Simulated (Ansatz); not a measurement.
# What BaPbO3 (model cell, started as cubic perovskite with Pb in the octahedra) distorts into, part 3 of 3

Which phase does BaPbO3 (model cell, started as cubic perovskite with Pb in the octahedra) fall into along its unstable mode, and how much energy does it gain?

Ansatz 0.2.0; DFT PBEsol, scalar-relativistic, plane waves, PAW; PAW set soft_1.

So far, highest frequency on the path or at a solved wavevector (cm⁻¹): step 2 (phonons on a q mesh) 660. Also lowest frequency on the path (cm⁻¹): step 2 -163.

The structure was built from a prototype and need not be the compound's stable phase.

## Step 6: Relaxation from the frozen mode

Starting from the lowest point found, all atoms and the cell are let go, so that strain and other modes of the same symmetry can join in.

Contents of input.yaml:

```yaml
crystal:
  lattice:
    - [0.0, -4.2810551391, -4.2810551391]
    - [0.0, -4.2810551391, 4.2810551391]
    - [-8.5621102783, -4.2810551391, 0.0]
  atoms:
    - { symbol: Ba, position: [0.5, 0.5, 0.0] }
    - { symbol: Ba, position: [1.0, 0.0, 0.0] }
    - { symbol: Ba, position: [0.25, 0.25, 0.5] }
    - { symbol: Ba, position: [0.75, 0.75, 0.5] }
    - { symbol: Pb, position: [0.375, 0.875, 0.25] }
    - { symbol: Pb, position: [0.875, 0.375, 0.25] }
    - { symbol: Pb, position: [0.125, 0.625, 0.75] }
    - { symbol: Pb, position: [0.625, 0.125, 0.75] }
    - { symbol: O, position: [0.1775571367, 0.1775571367, 0.25] }
    - { symbol: O, position: [0.5724428633, 0.5724428633, 0.25] }
    - { symbol: O, position: [0.8224428633, 0.8224428633, 0.75] }
    - { symbol: O, position: [0.4275571367, 0.4275571367, 0.75] }
    - { symbol: O, position: [0.0724428633, 0.6775571367, 0.25] }
    - { symbol: O, position: [0.6775571367, 0.0724428633, 0.25] }
    - { symbol: O, position: [0.9275571367, 0.3224428633, 0.75] }
    - { symbol: O, position: [0.3224428633, 0.9275571367, 0.75] }
    - { symbol: O, position: [0.25, 0.75, 0.5] }
    - { symbol: O, position: [0.75, 0.25, 0.5] }
    - { symbol: O, position: [0.0, 0.5, 1.0] }
    - { symbol: O, position: [0.5, 0.0, 1.0] }
kpoints:
  mp_grid: { grid: [6, 6, 6] }
hamiltonian:
  xc: pbesol
  pseudopotentials: { kind: paw, azcp: { folder: soft_1 }, xc_functional: pbe }
scf:
  occupations: { method: methfessel_paxton, width: 0.2 }
output:
  forces: true
  stress: true
  eigenvalues: true
relax:
  adjacent_minimum: "off"
  f_tol: 0.002
  max_steps: 120
  cell: { stress_tol: 0.03 }
```

The run is started by

```sh
$ ansatz run input.yaml --threads 4 --pin off --max-ram 16384MiB --backend cpu --events-out ev --progress --plain --runs-dir out
```

Numbers of over 12 decimals in the logs are rounded to 6 here.

The log of the run:

```text
[...]
Crystal: 20 atoms, lattice volume = 313.843 Å³
Basis set: ecut = 420 eV, 6141 PW (Γ), exchange–correlation on 90×90×128 points (8 copies of the dense FFT grid, shifted against one another)
Bands: 104, of which v1, the nominal top of the filled ones, is band 84 counted from 1 (83 counted from 0)
Symmetry: 16 space group operations
[...]
k-points: 30 of 216
[...]
SCF iter   1: F=—  HF=-77221.290009 eV  |F-HF|=—  |Δ(HF+E_count)|=         —  Δρ=5.93e-2  dr2=1.73e1  ethr=3.10e-3  ⟨swp⟩=14.6  Hψ=19769  notcnv=0  defer=1
[...]
SCF iter  12: F=-77214.400879 eV  HF=-77214.400879 eV  |F-HF|=4.91e-8  |Δ(HF+E_count)|=   4.15e-8  S|Δr|=    0.00e0  Δρ=2.32e-6  dr2=5.93e-8  ethr=5.95e-11  ⟨swp⟩=21.2  Hψ=23802  notcnv=0
SCF 1 converged in 12 iterations: F = -77214.400879 eV  dr2 = 5.93e-8
[...]
relax step   1: F+E_penalty+E_count = -77214.40087902 eV  Δ(F+E_penalty+E_count) = +0.000e0 eV  max|allowed force component| = 8.043e-2 eV/Å  Δτ_max = 0.0000 Å  P = -0.076 GPa  Ω = 313.843 Å³  (12 SCF iters, dr2 threshold 1.00e-7 eV, accepted)
Crystal: 20 atoms, lattice volume = 312.869 Å³
[...]
SCF iter   6: F=-77214.476420 eV  HF=-77214.476420 eV  |F-HF|=1.75e-7  |Δ(HF+E_count)|=   8.16e-7  S|Δr|=    0.00e0  Δρ=9.18e-6  dr2=4.22e-7  ethr=1.19e-9  ⟨swp⟩=13.9  Hψ=17321  notcnv=0
SCF 2 converged in 6 iterations: F = -77214.476420 eV  dr2 = 4.22e-7
relax step   2: F+E_penalty+E_count = -77214.47641976 eV  Δ(F+E_penalty+E_count) = -7.554e-2 eV  max|allowed force component| = 3.755e-2 eV/Å  Δτ_max = 0.0104 Å  P = +0.049 GPa  Ω = 312.869 Å³  energy of the carried Pulay correction = +2.042e-3 eV  (6 SCF iters, dr2 threshold 2.00e-6 eV, accepted)
Crystal: 20 atoms, lattice volume = 313.734 Å³
Basis set: ecut = 420 eV, 6149 PW (Γ), exchange–correlation on 90×90×128 points (8 copies of the dense FFT grid, shifted against one another)
[...]
SCF iter   7: F=-77214.479584 eV  HF=-77214.479585 eV  |F-HF|=6.67e-7  |Δ(HF+E_count)|=   4.54e-7  S|Δr|=    0.00e0  Δρ=5.66e-6  dr2=7.71e-7  ethr=1.16e-9  ⟨swp⟩=14.0  Hψ=16671  notcnv=0
SCF 3 converged in 7 iterations: F = -77214.479584 eV  dr2 = 7.71e-7
[...]
relax step   3: F+E_penalty+E_count = -77214.47958439 eV  Δ(F+E_penalty+E_count) = -3.165e-3 eV  max|allowed force component| = 2.137e-2 eV/Å  Δτ_max = 0.0201 Å  P = -0.370 GPa  Ω = 313.734 Å³  energy of the carried Pulay correction = +2.286e-4 eV  (7 SCF iters, dr2 threshold 1.96e-6 eV, accepted)
[...]
relax step   4: F+E_penalty+E_count = -77214.48443038 eV  Δ(F+E_penalty+E_count) = -4.846e-3 eV  max|allowed force component| = 2.250e-2 eV/Å  Δτ_max = 0.0090 Å  P = +0.184 GPa  Ω = 312.290 Å³  energy of the carried Pulay correction = +3.260e-3 eV  (7 SCF iters, dr2 threshold 5.54e-7 eV, accepted)
[...]
relax step   5: F+E_penalty+E_count = -77214.48382892 eV  Δ(F+E_penalty+E_count) = +6.015e-4 eV  max|allowed force component| = 1.892e-3 eV/Å  Δτ_max = 0.0029 Å  P = +0.004 GPa  Ω = 312.787 Å³  energy of the carried Pulay correction = +2.214e-3 eV  (7 SCF iters, dr2 threshold 8.73e-8 eV, accepted)
[...]
relax step   6: F+E_penalty+E_count = -77214.48470690 eV  Δ(F+E_penalty+E_count) = -8.780e-4 eV  max|allowed force component| = 1.872e-3 eV/Å  Δτ_max = 0.0000 Å  P = +0.008 GPa  Ω = 312.787 Å³  stress off target by 1.09e-1 GPa  SCF on the basis re-selected at this cell (its energy is not comparable with the rows above)  (8 SCF iters)
[...]
relax step   7: F+E_penalty+E_count = -77214.48479181 eV  Δ(F+E_penalty+E_count) = -8.491e-5 eV  max|allowed force component| = 1.588e-4 eV/Å  Δτ_max = 0.0014 Å  P = +0.001 GPa  Ω = 312.785 Å³  energy of the carried Pulay correction = -2.370e-5 eV  (6 SCF iters, dr2 threshold 2.99e-8 eV, accepted)
[...]
SCF iter   6: F=-77214.484770 eV  HF=-77214.484770 eV  |F-HF|=4.37e-11  |Δ(HF+E_count)|=  1.46e-11  S|Δr|=    0.00e0  Δρ=4.32e-8  dr2=3.73e-11  ethr=1.00e-12  ⟨swp⟩=11.6  Hψ=16152  notcnv=0
SCF 8 converged in 6 iterations: F = -77214.484770 eV  dr2 = 3.73e-11
relax step   8: F+E_penalty+E_count = -77214.48476996 eV  Δ(F+E_penalty+E_count) = +2.185e-5 eV  max|allowed force component| = 1.562e-4 eV/Å  Δτ_max = 0.0000 Å  P = +0.001 GPa  Ω = 312.785 Å³  stress off target by 6.69e-3 GPa  SCF on the basis re-selected at this cell (its energy is not comparable with the rows above)  (6 SCF iters)
basis re-selected at this cell: Δ(F+E_penalty+E_count) = +2.185e-5 eV, ΔP = +0.000 GPa vs the last step (what re-selecting the basis moved, of the pressure what is left beyond the Pulay correction that the steps carried, after the strain that the cell walked since its last selection, with what the two solves' SCF thresholds leave and, on support functions, any second-order correction that the steps lacked; it is no m [...]
SCF converged after 6 iterations
[...]
Free energy (F): -77214.484770 eV
[...]
Internal energy: -77214.543675 eV  (E = F + TS)
E sigma→0 (E₀):  -77214.499496 eV
Entropy (-TS):   0.058905 eV (2.945 meV/atom)
Fermi energy:    8.997139 eV
[...]
--- Forces (eV/Å), atoms counted from 1 ---
  atom   1  Ba     0.00000000     0.00000000     0.00000000
  atom   2  Ba     0.00000000     0.00000000    -0.00000000
  atom   3  Ba    -0.00000000    -0.00000000     0.00000000
  atom   4  Ba     0.00000000     0.00000000    -0.00000000
  atom   5  Pb    -0.00005907    -0.00000000     0.00000000
  atom   6  Pb    -0.00005907    -0.00000000     0.00000000
  atom   7  Pb     0.00005907     0.00000000    -0.00000000
  atom   8  Pb     0.00005907     0.00000000    -0.00000000
  atom   9  O      0.00011341    -0.00015622     0.00000000
  atom  10  O      0.00011341     0.00015622     0.00000000
  atom  11  O     -0.00011341     0.00015622    -0.00000000
  atom  12  O     -0.00011341    -0.00015622    -0.00000000
  atom  13  O      0.00011341    -0.00000000     0.00015622
  atom  14  O      0.00011341     0.00000000    -0.00015622
  atom  15  O     -0.00011341     0.00000000    -0.00015622
  atom  16  O     -0.00011341    -0.00000000     0.00015622
  atom  17  O     -0.00000000     0.00000000    -0.00000000
  atom  18  O      0.00000000    -0.00000000     0.00000000
  atom  19  O      0.00000000     0.00000000     0.00000000
  atom  20  O      0.00000000     0.00000000     0.00000000
  max |Σ_I F_I| component: 3.25e-18 eV/Å
--- Stress (GPa, compression-positive) ---
        0.006694      -0.000000      -0.000000
       -0.000000      -0.001252       0.000000
       -0.000000       0.000000      -0.001252
  P = ⅓ Tr σ = 0.0014 GPa (0.014 kbar)
--- Band table (eV; the first three rows and the last of 30) ---
  k-point 0: bands = [... 80 lower, 8.6172, 8.8208, 8.8388, 9.0047, 9.0772, 12.2141, 13.7983, 13.8099, ... 16 higher]
  k-point 1: bands = [... 80 lower, 8.7094, 8.8220, 8.8378, 8.9561, 9.2733, 11.9070, 13.7483, 13.8677, ... 16 higher]
  k-point 2: bands = [... 80 lower, 8.8248, 8.8350, 8.8647, 8.8647, 9.7118, 11.1824, 13.6913, 13.9357, ... 16 higher]
  k-point 29: bands = [... 80 lower, 8.6434, 8.7918, 8.8605, 8.8631, 11.9531, 12.1245, 12.9149, 13.4618, ... 16 higher]
--- Relaxed structure (6 steps of the walk, 6 accepted, 2 SCFs on fresh bases) ---
  F+E_penalty+E_count = -77214.48476996 eV   max|allowed force component| = 1.562e-4 eV/Å   (the final SCF, on the basis selected at the relaxed cell)
  cell:  # Å, volume = 312.7853 Å³
    - [9.001391711611591e-19, -4.235368, -4.235368]
    - [-9.00139171161134e-19, -4.235368, 4.235368]
    - [-8.718347, -4.235368, 1.8002783423433097e-18]
  atoms:
    - { symbol: Ba, position: [0.500000, 0.500000, 0] }
    - { symbol: Ba, position: [1.000000, 0.0, 0] }
    - { symbol: Ba, position: [0.250000, 0.250000, 0.5] }
    - { symbol: Ba, position: [0.750000, 0.750000, 0.5] }
    - { symbol: Pb, position: [0.374808, 0.874808, 0.250385] }
    - { symbol: Pb, position: [0.874808, 0.374808, 0.250385] }
    - { symbol: Pb, position: [0.125192, 0.625192, 0.749615] }
    - { symbol: Pb, position: [0.625192, 0.125192, 0.749615] }
    - { symbol: O, position: [0.177942, 0.177942, 0.250616] }
    - { symbol: O, position: [0.571442, 0.571442, 0.250616] }
    - { symbol: O, position: [0.822058, 0.822058, 0.749384] }
    - { symbol: O, position: [0.428558, 0.428558, 0.749384] }
    - { symbol: O, position: [0.071442, 0.677942, 0.250616] }
    - { symbol: O, position: [0.677942, 0.071442, 0.250616] }
    - { symbol: O, position: [0.928558, 0.322058, 0.749384] }
    - { symbol: O, position: [0.322058, 0.928558, 0.749384] }
    - { symbol: O, position: [0.25, 0.75, 0.5] }
    - { symbol: O, position: [0.75, 0.25, 0.5] }
    - { symbol: O, position: [-5.551115123125783e-17, 0.5, 1.0] }
    - { symbol: O, position: [0.5, -5.551115123125783e-17, 1.0] }
```

It took 2.7 min on 4 threads of Arm Neoverse V1, shared host; peak memory 1.5 GiB; 11 min of CPU time.

The steps of the relaxation:

```
step  energy less that of the first step (eV)  largest force component (eV/Å)  pressure (GPa)  volume (Å³)
   1                                   0.0000                          0.0804           -0.08       313.84
   2                                  -0.0755                          0.0376            0.05       312.87
   3                                  -0.0787                          0.0214           -0.37       313.73
   4                                  -0.0836                          0.0225            0.18       312.29
   5                                  -0.0830                          0.0019            0.00       312.79
  6*                                  -0.0838                          0.0019            0.01       312.79
   7                                  -0.0839                          0.0002            0.00       312.79
  8*                                  -0.0839                          0.0002            0.00       312.79
```

Relaxation steps marked * repeat the geometry before them on a plane-wave basis chosen anew for their cell, so energy and pressure can jump there.

The run keeps the 16 symmetry operations that it works with, so distortions that break them were not tested.

```
conventional cell, symmetrised  before   after  change
                         a (Å)   6.054   5.990  -1.1 %
                         b (Å)   6.054   5.990  -1.1 %
                         c (Å)  17.124  17.437  +1.8 %
              volume (Å³/atom)   15.69   15.64  -0.3 %
```

The relaxed structure:

```xyz
20
Lattice="0.0000 -4.2354 -4.2354 0.0000 -4.2354 4.2354 -8.7183 -4.2354 0.0000" Properties=species:S:1:pos:R:3 pbc="T T T"
Ba    0.0000   -4.2354    0.0000
Ba    0.0000   -4.2354   -4.2354
Ba   -4.3592   -4.2354    0.0000
Ba   -4.3592   -8.4707    0.0000
Pb   -2.1829   -6.3531    2.1177
Pb   -2.1829   -6.3531   -2.1177
Pb   -6.5354   -6.3531    2.1177
Pb   -6.5354   -6.3531   -2.1177
O    -2.1850   -2.5688    0.0000
O    -2.1850   -5.9020    0.0000
O    -6.5334  -10.1374    0.0000
O    -6.5334   -6.8041    0.0000
O    -2.1850   -4.2354    2.5688
O    -2.1850   -4.2354   -2.5688
O    -6.5334   -8.4707   -2.5688
O    -6.5334   -8.4707    2.5688
O    -4.3592   -6.3531    2.1177
O    -4.3592   -6.3531   -2.1177
O    -8.7183   -6.3531    2.1177
O    -8.7183   -6.3531   -2.1177
```

This step gave:

- pressure: 0.001396 GPa
- volume per atom: 15.64 Å³

The distorted start has space group I4/mcm; the relaxation ends in I4/mcm.

## Step 7: The phases reached

The phases reached along the modes that were followed are set side by side.

Energies are those of the first relaxation, on the mesh of the frozen mode; space group, volume and gap are those of the last relaxation. Phases, by row:

```
                   mode frozen in  space group  energy from parent (meV/atom)  volume (Å³/atom)  gap on mesh (eV)  lowest zone-centre optical mode (cm⁻¹)  largest shift (Å)
                           parent        Pm-3m                              0             15.69                 0                                       –                  –
q = (-0.5, -0.5, -0.5), 163i cm⁻¹       I4/mcm                         -28.85             15.62                 0                                   -62.5              0.467
q = (-0.5, -0.5, -0.5), 163i cm⁻¹         R-3c                         -30.73             15.67             0.327                                   -19.4              0.387
q = (-0.5, -0.5, -0.5), 163i cm⁻¹         Imma                         -31.62             15.67             0.269                                      63              0.453
q = (0.25, -0.5, -0.5), 158i cm⁻¹       I4/mcm                         -24.67             15.64                 0                                       –              0.451
```

## Step 8: Summary of results

```
unstable mode of the parent                                                      : q = (0.25, -0.5, -0.5), 158i cm⁻¹
depth at the lowest point sampled                                                : 20.4 meV/atom
largest atomic shift at that point                                               : 0.45 Å
space group reached (within 0.01 Å)                                              : I4/mcm
energy gained over the parent (first relaxation, on the mesh of the frozen mode) : 24.7 meV/atom
volume per atom, phase reached                                                   : 15.6 Å³
```

What this shows: Along this mode the structure falls into I4/mcm, 24.7 meV/atom below the parent. At the parent's cell the well is 20.44 meV/atom deep on the steps tried, with its lowest point at a shift of 0.45 Å. Relaxing atoms and cell changes the gain by +4.23 meV/atom against the lowest step (energies at zero smearing). The modes of the phase reached were not computed on this path. Of the 4 patterns followed to their end from this parent, this one ends 6.95 meV/atom above the lowest, Imma. Each path keeps the symmetry of its pattern, so a lower phase may lie along a pattern not tried. With no gap, or one that is small against the smearing, the frequencies hang on the k mesh and the smearing, most of all near Kohn anomalies. Spin-orbit coupling is left out, which can matter for the heavy elements here. The PAW files were made for PBE and serve the other functionals too. The starting cell was built on a prototype and not taken from a measurement, so the phase need not exist.

[Logs are printed without paths, hosts, clocks, repeated set-up lines and the standing remarks that a program may print on its own settings, such as how far it seeks lower states.]

[Hosts, paths, dates, database ids (printed as entryN), source tags and the programs' standing remarks are cut or masked in the printed files.]
